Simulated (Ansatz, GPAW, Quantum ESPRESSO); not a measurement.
# Al2O3: valence-band photoemission

Aim: the valence spectrum of Al2O3 from He I to hard X-rays, and which orbitals make each feature.

Calculated with Ansatz 0.2.0, Quantum ESPRESSO 7.5 and GPAW 26.7.0; DFT, PBE, plane-wave PAW, default files, scalar-relativistic, in the first sound run; inputs show where later runs differ.

**Measured values to reproduce.**

For Al2O3, alpha (corundum) (high-purity reference sample), “Multi-petahertz electron interference in Cr:Al2O3 solid-state material” (2018, pmc:5906618) quotes earlier work: band gap (optical band gap of host from absorption) 8.7 eV [literature value quoted for a high-purity sample; optical absorption edge, temperature …].

Report form: the programs' logs are mostly left out.

## Step 1: Starting point

Symmetry: R-3c, No. 167, trigonal system. The conventional cell has a = 4.760 Å, b = 4.760 Å, c = 12.996 Å, α = 90.00°, β = 90.00°, γ = 120.00°. Nearest to Al lie 6 O at 1.85 to 1.97 Å. Nearest to O lie 4 Al at 1.85 to 1.97 Å. Farther neighbours and most contacts between anions are not listed.

## Step 2: Self-consistent run, DOS and bands

The base run gives the projected DOS, from which the spectra are built. The DOS is taken on a denser mesh than the density.

Contents of input.yaml:

```yaml
crystal:
  lattice:
    - [2.38025, 1.3742379782, 4.3318666667]
    - [-2.38025, 1.3742379782, 4.3318666667]
    - [0.0, -2.7484759565, 4.3318666667]
  atoms:
    - { symbol: Al, position: [0.85216, 0.85216, 0.85216] }
    - { symbol: Al, position: [0.64784, 0.64784, 0.64784] }
    - { symbol: Al, position: [0.14784, 0.14784, 0.14784] }
    - { symbol: Al, position: [0.35216, 0.35216, 0.35216] }
    - { symbol: O, position: [0.05668, 0.75, 0.44332] }
    - { symbol: O, position: [0.75, 0.44332, 0.05668] }
    - { symbol: O, position: [0.44332, 0.05668, 0.75] }
    - { symbol: O, position: [0.94332, 0.25, 0.55668] }
    - { symbol: O, position: [0.25, 0.55668, 0.94332] }
    - { symbol: O, position: [0.55668, 0.94332, 0.25] }
kpoints:
  mp_grid: { grid: [6, 6, 6] }
  band_path:
    path:
      - [[0.0, 0.0, 0.0], [0.5, 0.5, 0.5], [0.76624, 0.23376, 0.5]]
      - [[0.5, -0.23376, 0.23376], [0.5, 0.0, 0.0], [0.0, 0.0, 0.0], [0.36688, -0.36688, 0.0]]
      - [[0.63312, 0.0, 0.36688], [0.5, 0.0, 0.5], [0.0, 0.0, 0.0]]
    npoints: 12
scf:
  occupations: { method: fermi_dirac, width: 0.02 }
  n_extra_bands: 24
hamiltonian:
  xc: pbe
  pseudopotentials: { kind: paw }
output:
  forces: true
  stress: true
  dos:
    projected: true
    de: 0.05
    e_range: [-28, 12]
    nscf_kmesh: { grid: [10, 10, 10] }
  fatbands: true
```

Launch:

```
$ ansatz run input.yaml --threads 2 --pin off --max-ram 6144MiB --backend cpu --events-out ev --progress --plain --runs-dir out
```

Wall time 23 s (2 threads of Arm Neoverse V2, shared host); peak memory 0.47 GiB.

This step gave:

```
free energy                                    : -5569.5509 eV
Fermi energy                                   : 10.87 eV
symmetry operations                            : 12
pressure                                       : 7.343 GPa
gap on the k-mesh                              : 6.217 eV
zero of energy                                 : valence-band maximum
share of occupied states in no projected shell : 0.0072 of the occupied states in the window
gap on the path                                : 6.217 eV
least direct gap on the path                   : 6.217 eV
valence top on path                            : 0 eV
```

Electronic bands along the path, in eV, zero at the valence-band maximum; v1 is the highest filled band, c1 the lowest empty one:

```
     point     v4     v3     v2     v1
         Γ  -0.50  -0.04  -0.04   0.00
   halfway  -0.51  -0.51  -0.11  -0.11
         T  -0.38  -0.38  -0.38  -0.38
   halfway  -0.85  -0.85  -0.54  -0.54
        H2  -0.85  -0.85  -0.51  -0.51
jump to H0  -0.85  -0.85  -0.51  -0.51
   halfway  -0.84  -0.84  -0.32  -0.32
         L  -0.91  -0.91  -0.27  -0.27
   halfway  -0.77  -0.45  -0.15  -0.11
         Γ  -0.50  -0.04  -0.04   0.00
   halfway  -0.85  -0.53  -0.17  -0.09
        S0  -0.89  -0.84  -0.56  -0.29
jump to S2  -0.89  -0.84  -0.56  -0.29
   halfway  -0.95  -0.84  -0.74  -0.27
         F  -1.03  -0.92  -0.74  -0.26
   halfway  -0.97  -0.60  -0.26  -0.17
         Γ  -0.50  -0.04  -0.04   0.00
```

Of the projections kept (Al s, Al p, O p, not projected), the largest for each band there; the rest of the weight can lie on other orbitals:

```
point        v4        v3        v2        v1
    Γ  O p 0.96  O p 0.98  O p 0.98  O p 0.96
    T  O p 0.98  O p 0.98  O p 0.98  O p 0.98
   H2  O p 0.96  O p 0.96  O p 0.96  O p 0.96
   H0  O p 0.96  O p 0.96  O p 0.96  O p 0.96
    L  O p 0.94  O p 0.94  O p 0.96  O p 0.96
    Γ  O p 0.96  O p 0.98  O p 0.98  O p 0.96
```

The DOS has structure finer than the step of the table below, so its rows give means over 1 eV, whole bins alone (the curve runs from -20.7 to 15.1 eV). Peaks (eV: height): total -16.3: 14.3, -2.3: 8.78, -1.3: 13.6, -0.3: 11.4; O 2p -4.0: 5.53, -2.3: 7.68, -1.3: 12.9, -0.3: 11.0; Al 3p 9.9: 1.93, 11.5: 2.12, 12.9: 2.57, 14.9: 4.44; Al 3s 9.9: 1.48, 10.3: 1.50, 10.6: 1.64, 11.5: 1.23; O 2s -16.3: 13.1.

DOS against E, zero at the valence-band maximum; means over each step; values in states/eV/cell:

```
E (eV)   total     O 2p    Al 3p    Al 3s     O 2s
   -20       0        0        0        0        0
   -19   0.659  0.00464    0.139    0.149    0.364
   -18    2.41   0.0247    0.641    0.257     1.48
   -17    6.06   0.0267     1.23    0.156     4.64
   -16    2.87  0.00492    0.241   0.0476     2.56
   -15       0        0        0        0        0
   -14       0        0        0        0        0
   -13       0        0        0        0        0
   -12       0        0        0        0        0
   -11       0        0        0        0        0
   -10       0        0        0        0        0
    -9       0        0        0        0        0
    -8       0        0        0        0        0
    -7   0.248    0.185  0.00877   0.0517  0.00158
    -6    4.46     3.32    0.378    0.631    0.116
    -5    3.71     2.82    0.502    0.234    0.132
    -4    4.33     3.43    0.607    0.108    0.151
    -3    4.09     3.42    0.412    0.109    0.111
    -2    7.05     6.34    0.455    0.106   0.0730
    -1    8.72     8.28    0.242   0.0431   0.0363
     0    3.39     3.27   0.0538   0.0265  0.00582
     1       0        0        0        0        0
     2       0        0        0        0        0
     3       0        0        0        0        0
     4       0        0        0        0        0
     5       0        0        0        0        0
     6  0.0101   2.5e-4   6.0e-4  0.00512  0.00412
     7   0.176   0.0145   0.0291   0.0644   0.0666
     8   0.447   0.0619    0.116    0.112    0.150
     9    1.50    0.200    0.528    0.319    0.375
    10    4.63    0.501     1.66     1.23    0.685
    11    4.30    0.450     1.58     1.20    0.365
    12    3.84    0.412     1.48    0.853    0.173
    13    5.22    0.502     2.07    0.656    0.121
    14    4.17    0.491     1.64    0.512   0.0622
```

Simulated valence spectra by photon energy, shown to 13 eV, since a deeper line would dwarf them at some energies; the 100 % can be that line's tail at the edge; this run's widths, added to any smearing of the DOS itself: Gaussian 0.35 eV, Lorentzian 0.05 eV plus 0.05 an eV of depth. Table of intensity by binding energy, zero at the valence-band maximum; values in % of the maximum within 13 eV:

```
binding energy (eV)  21.2 eV  60 eV  1486.7 eV  2984.3 eV  5414.7 eV
                 -1     1.09   1.12       2.03       1.74       1.55
                  0     27.6   27.5       21.1       12.1       8.03
                  1     86.3   86.2       67.7       39.1       25.9
                  2     68.6   69.1       71.4       50.2       39.9
                  3     39.4   40.3       60.5       49.6       43.5
                  4     44.1   45.6       79.1       67.1       59.8
                  5     35.4   36.8       76.8       70.2       66.1
                  6     36.6   37.8       96.5       97.0       97.4
                  7     4.44   4.64       13.9       14.1       14.2
                  8     1.05   1.20       6.00       6.08       5.92
                  9    0.535  0.692       5.75       5.88       5.69
                 10    0.335  0.531       6.73       6.94       6.71
                 11    0.233  0.495       8.75       9.06       8.75
                 12        -  0.550       12.4       12.9       12.4
```

Maxima picked by a test of local sharpness, so broad peaks and shoulders can be missing; peaks within 0.45 eV of a curve's cut are left out. Valence peaks, by row:

```
photon energy (eV)  binding energy (eV)  height (% of the maximum within 13 eV)  main shell  its share (%)
              21.2                5.821                                   38.12        O 2p          98.29
              21.2                4.921                                   35.57        O 2p          99.12
              21.2                4.021                                   44.31        O 2p          99.48
              21.2                1.321                                     100        O 2p           99.9
              21.2               0.5212                                   95.64        O 2p          99.91
                60                16.62                                   26.47        O 2s          95.19
                60                5.821                                   39.47        O 2p          94.32
                60                4.921                                   36.91        O 2p          94.89
                60                4.021                                   45.81        O 2p           95.6
                60                1.321                                     100        O 2p          99.23
                60               0.5212                                   95.43        O 2p          99.47
              1487                16.62                                   856.4        O 2s          98.32
              1487                5.821                                     100       Al 3s          44.75
              1487                4.021                                   79.27        O 2s          46.34
              1487                2.221                                   75.11        O 2p          55.97
              1487                1.371                                   80.63        O 2p          77.46
              1487               0.5712                                   72.75        O 2p          82.17
              2984                16.62                                   890.5        O 2s          98.31
              2984                5.871                                     100       Al 3s          58.16
              2984                4.021                                   67.13        O 2s           56.9
              2984                2.271                                   55.01        O 2s          37.11
              2984                1.421                                   47.83        O 2p          58.71
              2984               0.6212                                   41.24        O 2p          65.93
              5415                16.62                                   859.2        O 2s           98.2
              5415                5.871                                     100       Al 3s           65.5
              5415                3.971                                   59.88        O 2s          62.01
              5415                2.321                                   45.25        O 2s          43.71
              5415               0.6212                                   26.76        O 2p          47.32
```

The intensity has structure finer than the step of the table below, so its rows give means over 1 eV, whole bins alone (the curve runs from -20.7 to 1.40 eV). Peaks (eV: height): Al K-beta -17.0: 99.8, -4.1: 79.1; Al K-beta, E along x -16.9: 106, -4.1: 75.9; Al K-beta, E along y -16.9: 106, -4.1: 75.9; Al K-beta, E along z -17.0: 88.4, -4.2: 86.5, -2.4: 74.4; Al L2,3 -18.1: 31.8, -6.0: 99.7.

Shapes are the site's partial DOS without matrix elements, which overweights lines from ligand s bands. Table of intensity by emission energy less the core level's binding energy, zero at the valence-band maximum; means over each step; 7 of 9 lines; values in % of the unpolarised maximum:

```
emission energy less the core level's binding energy (eV)  Al K-beta  Al K-beta, E along x  Al K-beta, E along y  Al K-beta, E along z  Al L2,3     O K  O K, E along x
                                                      -20       11.4                  11.6                  11.6                  11.0     5.14  0.0897          0.0917
                                                      -19       31.7                  32.0                  32.0                  31.1     20.2   0.160           0.166
                                                      -18       68.9                  69.6                  69.6                  67.4     30.2   0.287           0.301
                                                      -17       94.7                  99.5                  99.5                  85.1     22.7   0.318           0.318
                                                      -16       51.0                  53.3                  53.3                  46.3     10.5   0.212           0.209
                                                      -15       15.5                  16.1                  16.1                  14.2     2.66   0.162           0.162
                                                      -14       7.02                  7.29                  7.29                  6.47     1.28   0.176           0.178
                                                      -13       4.21                  4.37                  4.37                  3.91    0.836   0.212           0.213
                                                      -12       3.02                  3.12                  3.12                  2.81    0.662   0.268           0.270
                                                      -11       2.50                  2.58                  2.58                  2.33    0.623   0.356           0.358
                                                      -10       2.41                  2.49                  2.49                  2.24    0.709   0.505           0.506
                                                       -9       2.78                  2.90                  2.90                  2.54     1.02   0.797           0.794
                                                       -8       4.22                  4.50                  4.50                  3.65     2.14    1.57            1.53
                                                       -7       11.8                  13.4                  13.4                  8.59     16.3    7.08            6.37
                                                       -6       42.3                  48.4                  48.4                  30.1     84.1    32.3            32.4
                                                       -5       65.3                  61.1                  61.1                  73.6     42.2    35.1            37.3
                                                       -4       73.8                  71.4                  71.4                  78.7     20.1    40.4            41.5
                                                       -3       59.6                  57.4                  57.4                  63.9     18.6    43.8            43.1
                                                       -2       56.4                  53.4                  53.4                  62.5     17.6    74.0            79.5
                                                       -1       34.5                  32.6                  32.6                  38.3     8.04    93.8            90.8
                                                        0       12.0                  10.9                  10.9                  14.3     4.66    41.3            36.6
```

Sums over each group's atoms; left-over states aren't shared out by site. Site centres, by row:

```
group  element  shell  occupied states  centre of occupied part (eV)  centre up to the window's top (eV)
  Al1       Al     3s             1.92                        -8.973                               6.183
  Al1       Al     3p            4.907                        -9.889                               5.742
   O5        O     2s            9.674                        -16.13                              -11.45
   O5        O     2p            31.12                        -2.634                              -1.251
```

Shapes are the site's partial DOS without matrix elements, which overweights lines from ligand s bands. Emission peaks, by row, the first 40 of 41 rows:

```
                line  energy (eV)  height (%)
           Al K-beta       -16.97         100
           Al K-beta       -4.121       79.24
           Al K-beta       -2.371       63.21
Al K-beta, E along x       -16.92         106
Al K-beta, E along x       -5.671       57.21
Al K-beta, E along x       -4.071       75.95
Al K-beta, E along x       -2.321       57.99
Al K-beta, E along y       -16.92         106
Al K-beta, E along y       -5.671       57.21
Al K-beta, E along y       -4.071       75.95
Al K-beta, E along y       -2.321       57.99
Al K-beta, E along z       -17.02       88.46
Al K-beta, E along z       -4.771       84.56
Al K-beta, E along z       -4.221       86.52
Al K-beta, E along z       -2.421       74.58
             Al L2,3       -18.12       31.82
             Al L2,3       -5.971         100
             Al L2,3       -4.021       23.81
             Al L2,3       -2.321       23.75
             Al L2,3      -0.3712       11.66
                 O K       -5.821        37.7
                 O K       -4.921       36.41
                 O K       -4.021       44.77
                 O K       -1.321         100
                 O K      -0.6212       94.84
      O K, E along x       -5.821       38.17
      O K, E along x       -4.921       39.39
      O K, E along x       -4.021        46.3
      O K, E along x       -2.171       77.35
      O K, E along x       -1.321       102.7
      O K, E along x      -0.5712       85.58
      O K, E along y       -5.821       38.17
      O K, E along y       -4.921       39.39
      O K, E along y       -4.021        46.3
      O K, E along y       -2.171       77.35
      O K, E along y       -1.321       102.7
      O K, E along y      -0.5712       85.58
      O K, E along z       -5.771       36.85
      O K, E along z       -4.021        41.7
      O K, E along z       -1.321       94.56
```

Broadened DOS, unweighted empty DOS against E, zero at the valence-band maximum; read off at these points:

```
E (eV)  broadened DOS, unweighted empty DOS (states/eV/cell)
  5.50                                                     0
  6.00                                               0.00413
  6.50                                                0.0709
  7.00                                                 0.175
  7.50                                                 0.290
  8.00                                                 0.441
  8.50                                                 0.670
  9.00                                                  1.29
  9.50                                                  3.48
 10.00                                                  4.70
 10.50                                                  4.76
 11.00                                                  4.26
 11.50                                                  4.00
 12.00                                                  3.65
 12.50                                                  4.21
 13.00                                                  5.27
 13.35                                                  5.85
 13.50                                                  5.73
 14.00                                                  4.23
```

Recipe: projected DOS times atomic cross section and asymmetry factor (linear light, 0° from the polarisation), occupied states only, Fermi edge at 300 K, a Lorentzian width of 0.05 eV growing by 0.05 eV per eV of binding energy, and a resolution of 0.35 eV. Curves are cut 10 eV under the photon energy, above any shell that the free atom's threshold puts out of reach, or at the lower edge of the window: 11.2 eV at 21.2 eV, 20.7 eV at 60 eV, 20.7 eV at 1486.7 eV, 20.7 eV at 2984.3 eV and 20.7 eV at 5414.7 eV. Matrix elements of the solid and inelastic losses aren't modelled, nor non-dipole terms, which matter above 3 keV.

How the area divides among the shells (%):

```
shell  21.2 eV  60 eV  1486.7 eV  2984.3 eV  5414.7 eV
Al 3s      0.4    0.8        6.2        7.9        9.4
 O 2s      0.0   14.3       83.5       87.2       88.2
 O 2p     99.5   83.8        9.2        4.2        2.1
```

Cross sections used, in Mb an electron:

```
shell  21.2 eV  60 eV  1486.7 eV  2984.3 eV  5414.7 eV
Al 3s     0.15   0.11     3.5e-4     6.3e-5     1.3e-5
 O 2s        -   0.41     9.4e-4     1.4e-4     2.4e-5
 O 2p      2.7   0.89     6.3e-5     4.7e-6     4.6e-7
```

At this lattice the functional leaves a pressure of 7.3 GPa, which widens the bands against the functional's own equilibrium.

[end of part 1 of 2]

[Logs are printed without paths, hosts, clocks, repeated set-up lines and the standing remarks that a program may print on its own settings, such as how far it seeks lower states.]

[Hosts, paths, dates, database ids (printed as entryN), source tags and the programs' standing remarks are cut or masked in the printed files.]

[Maps of the electrostatic potential energy from Ansatz leave out the sawtooth potential of an applied field or a dipole correction, so their vacuum need not be flat; work functions include it.]

[Peak lists hold at most the 14 tallest peaks of each spectrum; further lines can be left out.]
